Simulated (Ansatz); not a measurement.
## 1T-TaO2 bilayer (AB) in a perpendicular field

Wanted: the out-of-plane response of the 1T-TaO2 bilayer (AB). A positive field points along +c.

Main program and level: Ansatz 0.2.0; plane-wave DFT, LDA, Ansatz PAW.

Report form: inputs, costs, results and the conclusion, without the logs.

**1. Set-up**

The cell holds 6 atoms: 4 O and 2 Ta. Its edges and angles: a = 3.184 Å, b = 3.184 Å, c = 25.805 Å, α = 90.0°, β = 90.0°, γ = 120.0°. Regions: layer 1: 1T-TaO2, 3 atoms (2 O and 1 Ta); layer 2: 1T-TaO2, 3 atoms (2 O and 1 Ta). Vacuum lies along c.

**2. Relaxing the slab**

The starting cell is a guess, so the in-plane lattice and the atoms are relaxed first, with the slab cut off from its images along the normal. The program lengthens the vector along the normal by itself, so c and the volume that it reports differ from the typed ones.

Contents of input.yaml:

```yaml
crystal:
  lattice:
    - [3.18449, 0.0, 0.0]
    - [-1.592245, 2.7578492381, 0.0]
    - [0.0, 0.0, 25.805139313]
  atoms:
    - { symbol: O, position: [0.6666666667, 0.3333333333, 0.3487677354] }
    - { symbol: Ta, position: [0.0, 0.0, 0.396288689] }
    - { symbol: O, position: [0.3333333333, 0.6666666667, 0.4438096426] }
    - { symbol: O, position: [0.0, 0.0, 0.5561903574] }
    - { symbol: Ta, position: [0.3333333333, 0.6666666667, 0.603711311] }
    - { symbol: O, position: [0.6666666667, 0.3333333333, 0.6512322646] }
  periodic: [true, true, false]
kpoints:
  mp_grid: { grid: [12, 12, 1] }
hamiltonian:
  xc: lda
scf:
  occupations: { method: fermi_dirac, width: 0.05 }
  convergence: { dr2_threshold: 1.0e-09 }
relax:
  f_tol: 0.004
  max_steps: 90
  cell: {}
output:
  write_potential: true
  write_density: true
  volumetric_format: npy
```

The run is started by

```bash
$ ansatz run input.yaml --threads 2 --pin off --max-ram 3072MiB --backend cpu --events-out ev --progress --plain --runs-dir out
```

Elapsed: 3.6 min, on 2 threads of Arm Neoverse N1, shared host; peak memory 0.58 GiB.

Relaxation path:

```
step  energy less that of the first step (eV)  largest force component (eV/Å)  volume (Å³)
   1                                   0.0000                          3.4001       346.11
   2                                  -2.1924                          0.3792       323.67
   3                                  -2.3776                          0.1198       305.25
   4                                  -2.4075                          0.1116       306.04
   5                                  -2.4052                          0.1385       307.76
   6                                  -2.4137                          0.0033       308.65
   7                                  -2.4143                          0.0027       308.27
  8*                                  -2.3889                          0.0006       308.27
   9                                  -2.3912                          0.0049       307.09
  10                                  -2.3912                          0.0002       307.08
 11*                                  -2.3896                          0.0002       307.08
```

Relaxation steps marked * repeat the geometry before them on a plane-wave basis chosen anew for their cell, so energy and pressure can jump there.

The run keeps the 12 symmetry operations that the program found, so distortions that break them were not tested.

```
cell as run  before  after  change
      a (Å)   3.184  3.000  -5.8 %
      b (Å)   3.184  3.000  -5.8 %
```

The atoms that moved most (Å, along periodic axes as changes of fractional coordinates times the final cell, across vacuum about the mean position):

```
atom     dx     dy      dz  length
  O6  0.000  0.000  -0.538   0.538
  O1  0.000  0.000   0.538   0.538
 Ta5  0.000  0.000  -0.412   0.412
 Ta2  0.000  0.000   0.412   0.412
  O3  0.000  0.000   0.283   0.283
  O4  0.000  0.000  -0.283   0.283
```

The relaxed structure:

```xyz
6
Lattice="2.9996 0.0000 0.0000 -1.4998 2.5977 0.0000 0.0000 0.0000 39.4103" Properties=species:S:1:pos:R:3
O     1.4998    0.8659    9.5376
Ta    0.0000    0.0000   10.6387
O     0.0000    1.7318   11.7357
O     0.0000    0.0000   14.0695
Ta    0.0000    1.7318   15.1664
O     1.4998    0.8659   16.2675
```

Read from the output:

```
energy at zero smearing : -21590.3221 eV
```

The lattice constant a goes from 3.184 to 3.000 Å.

**3. Single point, field 0**

A sawtooth potential applies the field, turning back in the middle of the vacuum. With the dipole correction the typed value is the field outside the slab. The induced dipole is small, so the SCF threshold is tight.

The cell differs from the one that the last finished run ended in (c 39.410 → 24.730 Å).

Contents of input.yaml:

```yaml
crystal:
  lattice:
    - [2.99956196, 0.0, 0.0]
    - [-1.49978098, 2.5976968576, 0.0]
    - [0.0, 0.0, 24.729874726]
  atoms:
    - { symbol: O, position: [0.6666666667, 0.3333333333, 0.3639322924] }
    - { symbol: Ta, position: [0.0, 0.0, 0.4084565196] }
    - { symbol: O, position: [0.3333333333, 0.6666666667, 0.4528137372] }
    - { symbol: O, position: [0.0, 0.0, 0.5471862628] }
    - { symbol: Ta, position: [0.3333333333, 0.6666666667, 0.5915434804] }
    - { symbol: O, position: [0.6666666667, 0.3333333333, 0.6360677076] }
kpoints:
  mp_grid: { grid: [18, 18, 1] }
  band_path:
    path: [[0, 0, 0], [0.5, 0, 0], [0.33333333, 0.33333333, 0], [0, 0, 0]]
    npoints: 16
hamiltonian:
  xc: lda
scf:
  occupations: { method: fermi_dirac, width: 0.02585 }
  convergence: { dr2_threshold: 1.0e-10 }
efield:
  axis: 3
  dipole_correction: true
  ramp_position: 0.97
  ramp_width: 0.06
  amplitude: 0
output:
  dos: { projected: true, e_range: [-6, 5] }
  bader: true
  write_potential: true
  write_density: true
  volumetric_format: npy
  elf: true
```

Wall time 1.7 min (2 threads); peak memory 0.52 GiB.

Numbers from this step:

```yaml
energy_at_zero_smearing: -21590.3220 eV
work_function_upper_face: 5.346 eV
dipole_along_the_normal: 3.44e-7 e·Å
```

Running mean over a fixed 2.6 Å (it still follows the layers) of the planar mean; the ramp of the sawtooth is left out. Table of electron's electrostatic potential energy less the Fermi level by z:

z (Å), electron's electrostatic potential energy less the Fermi level (eV) and a bar from the least value:
```
      3.5        5.3 ##############################
      4.0        5.3 ##############################
      4.5        5.3 ##############################
      5.0        5.3 ##############################
      5.5        5.3 ##############################
      6.0        5.3 ##############################
      6.5        5.3 ##############################
      7.0        5.1 ##############################
      7.5        3.9 ############################
      8.0        1.0 #######################
      8.5       -3.0 #################
      9.0       -8.1 ##########
      9.5      -12.2 ###
     10.0      -14.4 
     10.5      -13.4 ##
     11.0      -10.0 #######
     11.5       -5.2 ##############
     12.0       -1.8 ###################
     12.5       -1.2 ####################
     13.0       -3.2 #################
     13.5       -7.9 ##########
     14.0      -12.0 ####
     14.5      -14.3 
     15.0      -13.5 #
     15.5      -10.2 ######
     16.0       -5.3 ##############
     16.5       -0.7 #####################
     17.0        2.7 ##########################
     17.5        4.8 #############################
     18.0        5.3 ##############################
     18.5        5.3 ##############################
     19.0        5.3 ##############################
     19.5        5.3 ##############################
     20.0        5.3 ##############################
     20.5        5.3 ##############################
     21.0        5.3 ##############################
     21.5        5.3 ##############################
```

The density of states has structure finer than the step of the table below, so its rows give means over 0.2 eV. Peaks (eV: height): -5.81: 9.70, -5.64: 8.99, -5.23: 9.36, -4.90: 7.64, -4.68: 10.7, -4.51: 9.90, 0.09: 11.7.

Table of density of states by energy, zero at the Fermi level; means over each step:

```
energy (eV)  density of states (states/eV a cell)
       -5.8                                  5.97
       -5.6                                  6.42
       -5.4                                  3.86
       -5.2                                  5.60
       -5.0                                  5.25
       -4.8                                  5.68
       -4.6                                  5.47
       -4.4                                  5.98
       -4.2                                  4.89
       -4.0                                  2.61
       -3.8                                     0
       -3.6                                     0
       -3.4                                     0
       -3.2                                     0
       -3.0                                     0
       -2.8                                     0
       -2.6                                     0
       -2.4                                     0
       -2.2                                     0
       -2.0                                     0
       -1.8                                     0
       -1.6                                     0
       -1.4                                     0
       -1.2                                     0
       -1.0                                0.0355
       -0.8                                 0.996
       -0.6                                  1.23
       -0.4                                  2.54
       -0.2                                  3.06
        0.0                                  5.15
        0.2                                  3.63
        0.4                                  2.48
        0.6                                  2.23
        0.8                                  2.73
        1.0                                  2.45
        1.2                                  2.35
        1.4                                  2.51
        1.6                                  2.94
        1.8                                  3.40
```

Projected DOS per atom over height of the atomic layer and energy from the Fermi level. Layers: O Ta O O Ta O from below.

Ten even steps from '0' (0.00 states/eV) to '9' (1.64 states/eV), each cell a mean:
```
181181
050050
050050
060060
060060
191191
151151
020020
000000
000000
000000
000000
000000
000000
000000
000000
303303
808808
718817
617716
626626
935539
```
Columns: height of the atomic layer (Å) from 9 to 15.7 (not evenly spaced); rows upwards: energy from the Fermi level (eV) from -5.96 to 1.96.

The electronic bands at the labelled points (eV, zero at the Fermi level):

```
  point  band 21  band 22  band 23  band 24  band 25  band 26  band 27  band 28
      Γ    -4.21    -4.21    -4.14    -4.14     0.10     0.10     0.13     0.13
halfway    -4.92    -4.81    -4.22    -4.03    -0.37    -0.16     1.48     1.52
      M    -4.81    -4.66    -4.66    -4.54    -0.92    -0.52     2.56     2.58
halfway    -5.53    -5.37    -4.88    -4.51    -0.20     0.15     2.04     2.11
      K    -5.55    -5.54    -4.78    -4.78     0.88     0.88     1.52     1.56
halfway    -5.59    -5.49    -4.12    -4.10     0.29     0.47     0.60     0.84
      Γ    -4.21    -4.21    -4.14    -4.14     0.10     0.10     0.13     0.13
```

Valence density in the ca plane at fractional y = 0.000, with atoms of Ta and O within 0.2 Å of it. It is the smooth field of the valence electrons, not physical close to the nuclei.

Values in e/Å³, 5 rows by 16 columns, each cell a mean:
```
0.0 0.0 0.0 0.0 0.0 0.0 0.0 0.3 3.4 1.5 0.1 1.5 2.5 0.3 0.1 0.0
0.0 0.0 0.0 0.0 0.0 0.0 0.0 0.3 0.7 0.5 0.1 0.2 0.5 0.5 0.3 0.0
0.0 0.0 0.0 0.0 0.0 0.0 0.1 0.4 0.3 0.5 0.2 0.1 0.4 0.9 0.5 0.0
0.0 0.0 0.0 0.0 0.0 0.0 0.0 0.3 1.4 0.7 0.1 0.4 0.8 0.4 0.2 0.0
0.0 0.0 0.0 0.0 0.0 0.0 0.0 0.4 3.8 1.9 0.1 2.2 3.6 0.2 0.1 0.0
```
Columns run along c (16.0 Å, from fractional 0.06 to 0.71 of the cell), rows up along a (3.0 Å). Atoms in or near the plane, at fractional coordinates: Ta at (0.41, 0.00), O at (0.55, 0.00).

Electrostatic potential energy in the ca plane at fractional y = 0.000, with atoms of Ta and O within 0.2 Å of it. With pseudopotentials it is smooth inside the atoms' cores, unlike the true potential.

Ten even steps from '0' (-47 eV) to '9' (7 eV), each cell a mean:
```
99999999999999999999851001589997102788999999
99999999999999999999874114789999757777899999
99999999999999999999987667899999987656789999
99999999999999999999988888899999986445789999
99999999999999999999988778899999987545789999
99999999999999999999875335789999877767899999
99999999999999999999862002689998424788899999
99999999999999999999840000489996001788999999
```
Columns run along c (16.0 Å, from fractional 0.06 to 0.71 of the cell; values clipped at the 3rd and 97th percentile), rows up along a (3.0 Å). Atoms in or near the plane, at fractional coordinates: Ta at (0.41, 0.00), O at (0.55, 0.00).

ELF in the ca plane at fractional y = 0.000, with atoms of Ta and O within 0.2 Å of it. It is the smooth field of the valence electrons, not physical close to the nuclei.

Ten even steps from '0' (0.00) to '9' (0.85), each cell a mean:
```
00000000000000000000147558310059978732100000
00000000000000000002224774221027997311221100
00000000000000000024542222454102442221355310
00000000000000000146774224775200111342477520
00000000000000000136763113675101221332466410
00000000000000000013423442232015774211243200
00000000000000000001127777210039988521110000
00000000000000000000147228410059847732100000
```
Columns run along c (16.0 Å, from fractional 0.06 to 0.71 of the cell), rows up along a (3.0 Å). Atoms in or near the plane, at fractional coordinates: Ta at (0.41, 0.00), O at (0.55, 0.00).

The work function of the upper face is 5.35 eV.

**4. Single point, field 0.1 V/Å**

input.yaml: that of step 3 with these lines changed.

```diff
@@ -27,6 +27,4 @@
   ramp_width: 0.06
-  amplitude: 0
+  amplitude: 0.1
 output:
-  dos: { projected: true, e_range: [-6, 5] }
-  bader: true
   write_potential: true
@@ -34,2 +32 @@
   volumetric_format: npy
-  elf: true
```

The job ended after 47 s (2 threads; peak memory 0.51 GiB; 93 s of CPU time).

The dipole is 0.0335 e·Å.

**5. Atoms held, field -0.1 V/Å**

input.yaml: that of step 4 with these lines changed.

```diff
@@ -27,3 +27,3 @@
   ramp_width: 0.06
-  amplitude: 0.1
+  amplitude: -0.1
 output:
```

Wall time 46 s (2 threads); peak memory 0.51 GiB; 90 s of CPU time.

The dipole is -0.0335 e·Å.

**6. Single point, field 0.5 V/Å**

input.yaml: that of step 5 with these lines changed.

```diff
@@ -27,3 +27,3 @@
   ramp_width: 0.06
-  amplitude: -0.1
+  amplitude: 0.5
 output:
```

Elapsed: 48 s, on 2 threads; peak memory 0.49 GiB; 93 s of CPU time.

The dipole is 0.167 e·Å.

**7. Single point, field -0.3 V/Å**

input.yaml: that of step 6 with these lines changed.

```diff
@@ -27,4 +27,6 @@
   ramp_width: 0.06
-  amplitude: 0.5
+  amplitude: -0.3
 output:
+  dos: { projected: true, e_range: [-6, 5] }
+  bader: true
   write_potential: true
@@ -32 +34,2 @@
   volumetric_format: npy
+  elf: true
```

Run time: 1.8 min. Hardware: 2 threads; peak memory 0.5 GiB.

The dipole is -0.100 e·Å.

**8. Response, atoms held**

This step: plane-wave DFT, LDA, Ansatz PAW; response to a field along the normal, atoms held (Ansatz 0.2.0).

The dipoles give the slope, and the difference of two potentials shows where the field is screened.

Numbers from this step:

```yaml
equivalent_conductor_thickness_p_eps_0ae: 7.773 Å
distance_between_the_outer_atoms: 6.730 Å
```

The dipole of the cell by applied field:

```
applied field (V/Å)  dipole of the cell (e·Å)
             -0.300                    -0.100
             -0.100                   -0.0335
              0.000                    3.4e-7
              0.100                    0.0335
              0.500                     0.167
```

Local field over the applied field, running mean. From the potentials at -0.1 and 0.1 V/Å; running mean over 2.5 Å. The local field over applied field by z:

```
z (Å)  local field over applied field
  4.5                           1.000
  5.0                           1.000
  5.5                           0.998
  6.0                           0.994
  6.5                           0.978
  7.0                           0.929
  7.5                           0.821
  8.0                           0.670
  8.5                           0.493
  9.0                           0.320
  9.5                           0.175
 10.0                          0.0822
 10.5                          0.0305
 11.0                         0.00581
 11.5                         -0.0111
 12.0                         -0.0227
 12.5                         -0.0250
 13.0                         -0.0174
 13.5                        -0.00239
 14.0                          0.0169
 14.5                          0.0546
 15.0                           0.126
 15.5                           0.249
 16.0                           0.412
 16.5                           0.590
 17.0                           0.756
 17.5                           0.887
 18.0                           0.961
 18.5                           0.989
 19.0                           0.997
 19.5                           0.999
 20.0                           1.000
 20.5                           1.000
```

Electrons, planar mean, per unit field. Table of induced electron density by z:

```
z (Å)  induced electron density (e/Å³ per V/Å)
    5                                   1.4e-6
    6                                   2.1e-5
    7                                   3.0e-4
    8                                  0.00267
    9                                  0.00172
   10                                   1.6e-4
   11                                   3.1e-4
   12                                   5.3e-5
   13                                  -7.4e-5
   14                                  -4.9e-4
   15                                  -2.2e-4
   16                                 -0.00243
   17                                 -0.00166
   18                                  -1.5e-4
   19                                  -1.0e-5
   20                                  -6.4e-7
```

By hand: between -0.1 and 0.1 V/Å the dipole changes by 0.06694 e·Å, a slope of 0.3347 e·Å²/V. A perfect conductor of thickness t has p = ε₀AEt, so t = 180.95 × 0.3347 / 7.792 = 7.77 Å (e/ε₀ = 180.95 V·Å, A in Å²).

The induced dipole is that of a conductor 7.77 Å thick.

**9. A changed input**

This step: plane-wave DFT, LDA, Ansatz PAW (Ansatz 0.2.0).

An input spoilt on purpose, to show how the run answers: it repeats the earlier run at 0.1 V/Å with efield.ramp_width from 0.06 to 0.9, and scf.max_iter set to 80.

input.yaml: that of step 7 with these lines changed.

```diff
@@ -22,2 +22,3 @@
   convergence: { dr2_threshold: 1.0e-10 }
+  max_iter: 80
 efield:
@@ -26,7 +27,5 @@
   ramp_position: 0.97
-  ramp_width: 0.06
-  amplitude: -0.3
+  ramp_width: 0.9
+  amplitude: 0.1
 output:
-  dos: { projected: true, e_range: [-6, 5] }
-  bader: true
   write_potential: true
@@ -34,2 +33 @@
   volumetric_format: npy
-  elf: true
```

Elapsed: 0.68 s, on 2 threads; peak memory 0.3 GiB; 0.89 s of CPU time.

The program refused the input before any cycle.

The program's message: “Error: efield: ion 0 (O) at fractional coordinate 0.3639 along the field axis lies inside the sawtooth ramp with 2 of the planes that the density is read on at each end, [0.9589, 0.8811] — the ramp mu …”

The fault put into the input: a ramp so wide that it reaches the atoms.

**10. The same run with other settings**

Another changed input: it repeats the earlier run at 0.1 V/Å with efield.dipole_correction from true to false.

input.yaml: that of step 9 with these lines changed.

```diff
@@ -22,8 +22,7 @@
   convergence: { dr2_threshold: 1.0e-10 }
-  max_iter: 80
 efield:
   axis: 3
-  dipole_correction: true
+  dipole_correction: false
   ramp_position: 0.97
-  ramp_width: 0.9
+  ramp_width: 0.06
   amplitude: 0.1
```

Elapsed: 44 s, on 2 threads; peak memory 0.51 GiB.

```
                     quantity  this run  earlier run  difference
dipole along the normal (e·Å)   0.04881      0.03347       0.015
```

With the dipole correction off, the periodic images add a field of their own to the typed one.

It moves by +0.0153 e·Å.

These numbers are not those of the isolated slab.

**11. What came out**

```yaml
gap_without_field: none
work_function_upper_face: 5.35 eV
equivalent_conductor_thickness_atoms_held: 7.77 Å
```

What this shows: The induced dipole equals that of a perfect conductor 7.77 Å thick, while the outer atoms lie 6.73 Å apart. There is no gap over 0.03 eV, with or without the field. The main runs have no spin polarisation; a magnetic state could lie lower and would change these results. Spin-orbit coupling is left out, which matters for the bands of elements this heavy.

[Long decimals in the printed logs are rounded to 6 places.]

[Logs are printed without paths, hosts, clocks, repeated set-up lines and the standing remarks that a program may print on its own settings, such as how far it seeks lower states.]

[Hosts, paths, dates, database ids (printed as entryN), source tags and the programs' standing remarks are cut or masked in the printed files.]

[Maps of the electrostatic potential energy from Ansatz leave out the sawtooth potential of an applied field or a dipole correction, so their vacuum need not be flat; planar profiles and work functions include it.]

[The density of states shown here was stored with 400 of the rows of the run's finer table, so its peaks can read low, often by over a quarter, or be missed, and its means over a window can be off by a tenth or more.]
